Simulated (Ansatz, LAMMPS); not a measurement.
# Molecular dynamics of a frame of liquid (Li,Na,Cs)Cl from 1000 K, run at 600 K (132 atoms)

Wanted: a short trajectory of a frame of liquid (Li,Na,Cs)Cl from 1000 K, run at 600 K (132 atoms) with its pair distributions.

Calculated with Ansatz 0.2.0; Kohn-Sham DFT, PBE, PAW (set soft_2), plane waves.

## Step 1: The starting structure

The cell holds 132 atoms: 35 Li, 22 Na, 9 Cs and 66 Cl. Its edges and angles: a = 15.589 Å, b = 15.589 Å, c = 15.589 Å, α = 90.0°, β = 90.0°, γ = 90.0°. 132 atoms (35 Li, 22 Na, 9 Cs, 66 Cl) placed at random at 1.88 g/cm³, melted at 1800 K for 10 ps at fixed volume with the Lennard-Jones and Coulomb ion parameters for SPC/E (Joung and Cheatham, J. Phys. Chem. B 112, 9020 (2008)), full charges. Snapshot at the end of a hold of 20 ps at 1000 K and fixed volume.

Limits known from the start: The starting topology of bonds comes from the classical model, and needn't be the one that DFT or experiment would give. The cell was made at 1000 K but the dynamics is set to 600 K: the trajectory isn't one at 1000 K. The ion parameters were fitted for water, not for melts, so the starting structure of this cell may lie well off the real melt's. Only the Γ point is sampled, in a cell whose shortest periodic width is 16 Å. No spin–orbit coupling is included, so levels derived from the heavy atoms are approximate.

## Step 2: Dynamics at 600 K

Without a thermostat the total energy must stay constant, which tests forces and time step. The time step is 1.0 fs.

Contents of input.yaml:

```yaml
crystal:
  lattice:
    - [15.589, 0.0, 0.0]
    - [0.0, 15.589, 0.0]
    - [0.0, 0.0, 15.589]
  atoms:
    - { symbol: Li, position: [0.87209, 0.74829, 0.46608] }
    - { symbol: Li, position: [0.58504, 0.72988, 0.46066] }
    - { symbol: Li, position: [0.76116, 0.94751, 0.44708] }
    - { symbol: Li, position: [0.58472, 0.07591, 0.55588] }
    [... 122 atom lines left out ...]
    - { symbol: Cl, position: [0.20406, 0.77667, 0.26982] }
    - { symbol: Cl, position: [0.95736, 0.11742, 0.65671] }
    - { symbol: Cl, position: [0.14726, 0.18084, 0.87305] }
    - { symbol: Cl, position: [0.4052, 0.27361, 0.93552] }
    - { symbol: Cl, position: [0.58267, 0.35706, 0.02824] }
    - { symbol: Cl, position: [0.03948, 0.34882, 0.79111] }
kpoints:
  mp_grid: { grid: [1, 1, 1] }
hamiltonian:
  xc: pbe
scf:
  occupations: { method: fixed }
output:
  forces: true
md:
  timestep: 1.0
  n_steps: 41
  ensemble: nve
  temperature: 600
  initial_velocities: maxwell_boltzmann
  seed: 9019
```

The run is started by

```bash
ansatz run input.yaml --threads 4 --pin off --max-ram 8192MiB --backend cpu --events-out ev --progress --plain --runs-dir out
```

Elapsed: 15 min, on 4 threads of Intel Xeon Platinum 8259CL at 2.50GHz (Skylake/Cascade Lake), shared host; peak memory 5.3 GiB; 59 min of CPU time.

The program notes that it switched symmetry off.

The trajectory, sampled:

| time (fs) | T (K) | potential (meV/atom) | conserved (meV/atom) |
| --- | --- | --- | --- |
| 0.0 | 600 | 0.0 | 0.00 |
| 3.0 | 596 | 0.6 | 0.00 |
| 5.0 | 591 | 1.2 | 0.00 |
| 8.0 | 581 | 2.4 | 0.00 |
| 11.0 | 571 | 3.7 | 0.00 |
| 14.0 | 563 | 4.8 | 0.01 |
| 16.0 | 559 | 5.3 | 0.01 |
| 19.0 | 556 | 5.7 | 0.01 |
| 22.0 | 557 | 5.5 | 0.01 |
| 25.0 | 562 | 4.9 | 0.01 |
| 27.0 | 567 | 4.3 | 0.00 |
| 30.0 | 576 | 3.1 | 0.00 |
| 33.0 | 586 | 1.8 | 0.00 |
| 36.0 | 595 | 0.6 | 0.00 |
| 38.0 | 600 | 0.0 | 0.00 |
| 41.0 | 605 | -0.7 | 0.00 |

Mean square displacement from the first frame to the last: Li 0.24 Å², Na 0.073 Å², Cs 0.025 Å², Cl 0.062 Å².

Table of mean square displacement by time lag:

```
time lag (fs)  Cl (Å²)  Cs (Å²)  Li (Å²)  Na (Å²)
         1.00   4.1e-5   1.6e-5   2.1e-4   5.1e-5
         2.00   1.7e-4   6.5e-5   8.2e-4   2.1e-4
         3.00   3.7e-4   1.5e-4  0.00183   4.6e-4
         4.00   6.6e-4   2.6e-4  0.00324   8.2e-4
         5.00  0.00103   4.0e-4  0.00503  0.00128
         6.00  0.00149   5.8e-4  0.00721  0.00184
         7.00  0.00202   7.9e-4  0.00975  0.00250
         8.00  0.00264  0.00103   0.0126  0.00326
         9.00  0.00334  0.00130   0.0159  0.00411
        10.00  0.00411  0.00160   0.0195  0.00507
        11.00  0.00497  0.00194   0.0234  0.00612
        12.00  0.00590  0.00230   0.0276  0.00727
        13.00  0.00692  0.00270   0.0321  0.00851
        14.00  0.00800  0.00313   0.0369  0.00984
        15.00  0.00917  0.00359   0.0420   0.0113
        16.00   0.0104  0.00407   0.0473   0.0128
        17.00   0.0117  0.00459   0.0528   0.0144
        18.00   0.0131  0.00515   0.0587   0.0161
        19.00   0.0146  0.00573   0.0647   0.0179
        20.00   0.0161  0.00634   0.0709   0.0197
        21.00   0.0177  0.00698   0.0773   0.0217
```

Over the second half of 41 fs the temperature averages 580 K, rising from about 559 to 602 K (means over the first and last quarter of that half). The conserved energy stays within 0.01 meV/atom. From first frame to last Li has the largest mean square displacement, 0.24 Å² at the end; the farthest move is 1.12 Å. The run spans 0.04 ps, too short for its means to be equilibrium values.

## Step 3: Local order late in the run

The g(r) is a mean over the second half; what follows it is taken at the last frame.

Density 1.88 g/cm³, 28.70 Å³ an atom.

Mean of 22 frames. g(r), total and by pair (bins of 0.2 Å):

```csv
r (Å),total,Cl-Cl,Cl-Li,Cl-Na,Cl-Cs,Li-Li,Li-Na
2.00,0.03,0.00,0.13,0.00,0.00,0.00,0.00
2.20,0.77,0.00,2.92,0.00,0.00,0.00,0.00
2.40,1.39,0.00,4.98,0.31,0.00,0.27,0.00
2.60,1.23,0.00,3.16,2.26,0.00,0.17,0.00
2.80,1.29,0.00,2.04,4.43,0.00,0.13,0.00
3.00,0.88,0.00,0.91,3.21,1.14,0.24,0.13
3.20,0.89,0.05,0.52,1.90,2.94,1.79,0.58
3.40,1.02,1.17,0.57,0.81,2.69,1.94,0.81
3.60,1.15,1.90,0.36,0.38,2.00,2.04,1.69
3.80,1.30,2.23,0.43,0.64,2.20,1.62,1.97
4.00,0.99,1.56,0.52,0.27,0.35,1.52,1.75
4.20,1.07,1.98,0.32,0.25,0.85,1.29,1.94
4.40,1.01,1.52,0.51,0.78,0.64,1.02,1.66
4.60,0.97,1.27,0.81,0.46,0.58,1.40,1.40
4.80,0.95,0.91,0.89,0.86,0.25,0.61,1.88
5.00,0.91,0.77,0.83,0.73,0.36,0.59,1.86
5.20,0.88,0.85,1.24,0.66,0.72,0.35,1.03
5.40,1.04,0.94,1.16,1.40,0.69,0.41,0.96
5.60,1.01,0.65,1.28,1.33,1.25,0.75,0.80
5.80,1.04,0.65,1.52,1.17,1.28,0.58,0.59
6.00,0.96,0.59,1.32,1.44,1.08,0.44,0.70
6.20,0.97,0.77,1.14,1.19,1.25,0.66,0.86
6.40,1.04,0.89,1.20,1.15,1.16,1.04,0.82
6.60,0.98,0.94,1.04,1.13,0.98,0.88,0.82
6.80,0.98,1.00,0.90,1.21,1.21,1.16,0.87
7.00,1.02,0.99,0.79,1.17,1.57,0.98,1.14
7.20,1.02,1.27,0.85,0.96,1.21,1.29,0.66
7.40,1.04,1.25,0.83,0.85,1.19,1.31,1.06
```

Bonds by pair of elements; cutoffs follow the first minimum of g(r), held within bounds set by covalent radii, and pairs that aren't listed don't count as bonded:

```csv
pair A-B,cutoff (Å),bonds,mean length (Å),spread (Å),shortest (Å),B about A,A about B
Cl-Li,3.06,132,2.52,0.23,2.13,2,3.77
Cl-Na,3.56,107,2.94,0.252,2.44,1.62,4.86
Cl-Cs,4.05,53,3.48,0.259,2.95,0.803,5.89
```

The cutoff for Cl-Li falls short of the minimum of g(r), so counts run low and odd coordinations can be artefacts.

How many atoms have how many bonded neighbours:

```csv
element,mean,2,3,4,5,6,7,8
Cl,4.42,0,7,26,31,2,0,0
Cs,5.89,0,0,1,3,2,2,1
Li,3.77,1,8,24,2,0,0,0
Na,4.86,0,0,4,17,1,0,0
```

Bond angles, per cent of each kind in bins of 5°:

```
angle (°)  Cl-Na-Cl  Li-Cl-Na  Cl-Li-Cl  Cl-Cs-Cl  Li-Cl-Li
    55–60       0.0       0.5       0.0       3.7       2.2
    60–65       0.5       0.5       0.0       5.9       1.1
    65–70       2.9       1.1       0.0       8.8       2.2
    70–75       6.7       3.2       1.1      11.0       8.7
    75–80       7.2       5.3       1.1       2.2       3.3
    80–85       9.1       7.4       4.2       7.3       9.8
    85–90      13.4       8.9      11.1       5.9      10.9
    90–95       7.7       6.8       8.5       3.7       5.4
   95–100       9.6      12.6      11.1       4.4       9.8
  100–105       5.7       6.8       8.5       5.1       4.3
  105–110       3.8       5.3      11.6       4.4       6.5
  110–115       3.4       7.4       7.9       2.9       7.6
  115–120       2.9       3.7       5.3       3.7       6.5
  120–125       2.4       2.1       7.9       4.4       3.3
  125–130       5.3       1.6       4.8       6.6       3.3
  130–135       1.4       2.6       6.3       2.9       1.1
  135–140       2.9       2.1       2.6       2.2       1.1
  140–145       2.4       3.2       2.6       2.9       4.3
  145–150       1.4       5.3       1.6       0.7       3.3
  150–155       3.4       1.6       0.5       3.7       2.2
  155–160       2.4       3.7       2.1       1.5       1.1
  160–165       2.4       2.6       0.5       4.4       1.1
  165–170       1.4       2.6       0.0       0.0       0.0
  170–175       1.4       2.6       0.0       0.7       1.1
  175–180       0.5       0.5       0.5       0.7       0.0
```

Bond angles (no mean is given where the spread exceeds 20°):

```
   angle  count  mean (°)  spread (°)
Cl-Na-Cl    209         -           -
Li-Cl-Na    190         -           -
Cl-Li-Cl    189       110        19.7
Cl-Cs-Cl    136         -           -
Li-Cl-Li     92         -           -
```

Bond length by coordination (bonds to H left out):

```csv
element,coordination,atoms,mean bond length (Å)
Cl,3,7,2.52
Cl,4,26,2.82
Cl,5,31,2.92
Cl,6,2,2.74
Cs,4,1,3.33
Cs,5,3,3.45
Cs,6,2,3.41
Cs,7,2,3.55
Cs,8,1,3.62
Li,2,1,2.25
Li,3,8,2.42
Li,4,24,2.53
Li,5,2,2.66
Na,4,4,2.88
Na,5,17,2.95
Na,6,1,3.00
```

For some of the pairs, g(r) has its first main peak near 2.4 Å (Cl-Li), 2.9 Å (Cl-Na) and 3.3 Å (Cl-Cs).

## Step 4: Single point at the last frame

The last frame is solved again with fuller output, to read the electronic structure of a thermally displaced geometry.

Contents of input.yaml:

```yaml
crystal:
  lattice:
    - [15.589, 0.0, 0.0]
    - [0.0, 15.589, 0.0]
    - [0.0, 0.0, 15.589]
  atoms:
    - { symbol: Li, position: [0.81542, 0.74167, 0.44618] }
    - { symbol: Li, position: [0.59272, 0.71249, 0.45573] }
    - { symbol: Li, position: [0.77213, 0.90834, 0.43571] }
    - { symbol: Li, position: [0.5663, 0.06912, 0.566] }
    [... 122 atom lines left out ...]
    - { symbol: Cl, position: [0.19777, 0.77627, 0.27594] }
    - { symbol: Cl, position: [0.95169, 0.13158, 0.65693] }
    - { symbol: Cl, position: [0.15747, 0.18426, 0.8785] }
    - { symbol: Cl, position: [0.40314, 0.28259, 0.92355] }
    - { symbol: Cl, position: [0.58852, 0.33774, 0.04142] }
    - { symbol: Cl, position: [0.03744, 0.35045, 0.80099] }
kpoints:
  mp_grid: { grid: [1, 1, 1] }
hamiltonian:
  xc: pbe
scf:
  occupations: { method: fixed }
output:
  forces: true
  stress: true
  populations: true
  dos:
    method: { smearing: { sigma: 0.08 } }
    de: 0.1
    projected: { site_lists: { Cl: [Cl], Cs: [Cs], Li: [Li], Na: [Na] } }
  eigenvalues: true
  write_density: true
  write_potential: true
  volumetric_format: npy
```

Wall time 65 s (4 threads); peak memory 5.3 GiB; 4.1 min of CPU time.

The program notes that the exchange-correlation potential is rough where the density is thin.

Read from the output:

| Property | Result |
| --- | --- |
| free energy | -162371.2242 eV |
| free energy per atom | -1230.0850 eV/atom |
| SCF cycles | 7 |
| pressure | -0.3223 GPa |
| r.m.s. force component | 0.3134 eV/Å |
| longest force | 1.16 eV/Å |
| Fermi energy | 0.4629 eV |
| gap (highest filled to lowest empty level) | 3.57 eV |
| spilling of the projection | 0.004459 |

Length of the force by element:

```csv
element,coordination,atoms,mean length of the force (eV/Å),spread,least,most
Cl,all,66,0.525,0.268,0.131,1.16
Cs,all,9,0.483,0.215,0.189,0.890
Li,all,35,0.404,0.204,0.134,1.01
Na,all,22,0.475,0.243,0.0873,1.08
```

Löwdin charges by element (they lack the spilled electrons, 0.029 e an atom on average):

| element | coordination | atoms | mean charge (e) | spread | least | most |
| --- | --- | --- | --- | --- | --- | --- |
| Cl | all | 66 | -0.676 | 0.0163 | -0.719 | -0.636 |
| Cs | all | 9 | 0.839 | 0.0093 | 0.823 | 0.852 |
| Li | all | 35 | 0.707 | 0.0125 | 0.678 | 0.738 |
| Na | all | 22 | 0.731 | 0.0113 | 0.713 | 0.750 |

States in the cell by windows of 1 eV, zero at the Fermi level; the larger projections on atomic orbitals stand beside the total:

```
from (eV)  to (eV)  total   Cl p  Cs p  Cl s
      -18      -15    0.0    0.0   0.0   0.0
      -15      -14    2.9    0.0   0.0   2.6
      -14      -13   72.9    0.1   0.1  68.0
      -13      -12   53.8    0.1   0.1  51.4
      -12      -11    2.5    0.0   0.0   2.4
      -11       -8    0.0    0.0   0.0   0.0
       -8       -7    5.5    0.1   5.3   0.0
       -7       -6   48.5    1.6  46.4   0.3
       -6       -4    0.0    0.0   0.0   0.0
       -4       -3    7.9    7.2   0.0   0.0
       -3       -2   97.1   89.9   0.4   0.3
       -2       -1  191.4  184.1   0.9   0.4
       -1        0   97.6   95.4   0.5   0.1
        0        1    2.0    2.0   0.0   0.0
        1        3    0.0    0.0   0.0   0.0
        3        4    2.0    0.0   0.0   0.3
        4        5   15.4    1.3   0.1   1.2
```

The curve was stored every 0.10 eV, coarse against its broadening of 0.08 eV, so these counts are rough.

With fixed occupations the program's Fermi level is the highest filled level; weight inside the gap is the broadening of levels at its edges.

Between -26 and -18 eV lie 150 more states.

The stored curve holds about 732 of the 846 electrons; the rest, give or take the few that broadening carries across the Fermi level, lie in deeper levels below its range.

The levels nearest the highest filled one (over half full), pooled over k-points and spins:

| level less the highest filled one (eV) | occupation |
| --- | --- |
| -0.23 | 2 |
| -0.227 | 2 |
| -0.180 | 2 |
| -0.161 | 2 |
| -0.0952 | 2 |
| 0 | 2 |
| 3.57 | 0 |
| 4.26 | 0 |
| 4.35 | 0 |
| 4.47 | 0 |
| 4.52 | 0 |
| 4.60 | 0 |

Mean Löwdin charges: Cl -0.68, Cs +0.84, Li +0.71, Na +0.73 e (they miss 0.45 % of the electrons, so they add up to more than the cell's charge).

## Step 5: What came out

```
mean temperature, second half                                : 579.9 K
temperature swing, second half                               : 16.66 K
slope of the conserved energy against time, by least squares : -0.0071 meV/atom/ps
free energy per atom                                         : -1230.0850 eV/atom
pressure                                                     : -0.3223 GPa
r.m.s. force component                                       : 0.3134 eV/Å
gap (highest filled to lowest empty level)             : 3.57 eV
wall time of the 2 DFT runs                                  : 17 min
```

In words: Over the second half of 41 fs the temperature averages 580 K, rising from about 559 to 602 K (means over the first and last quarter of that half). The conserved energy stays within 0.01 meV/atom. The run spans 0.04 ps, too short for its means to be equilibrium values. The highest filled and lowest empty levels differ by 3.57 eV (at Γ alone); a semilocal functional tends to put such gaps too low. In a disordered cell it changes from sample to sample and from frame to frame.

Caveats: The pressure of a single frame lacks the kinetic term, about 0.28 GPa here.

[Logs are printed without paths, hosts, clocks, repeated set-up lines and the standing remarks that a program may print on its own settings, such as how far it seeks lower states.]

[Hosts, paths, dates, database ids (printed as entryN), source tags and the programs' standing remarks are cut or masked in the printed files.]
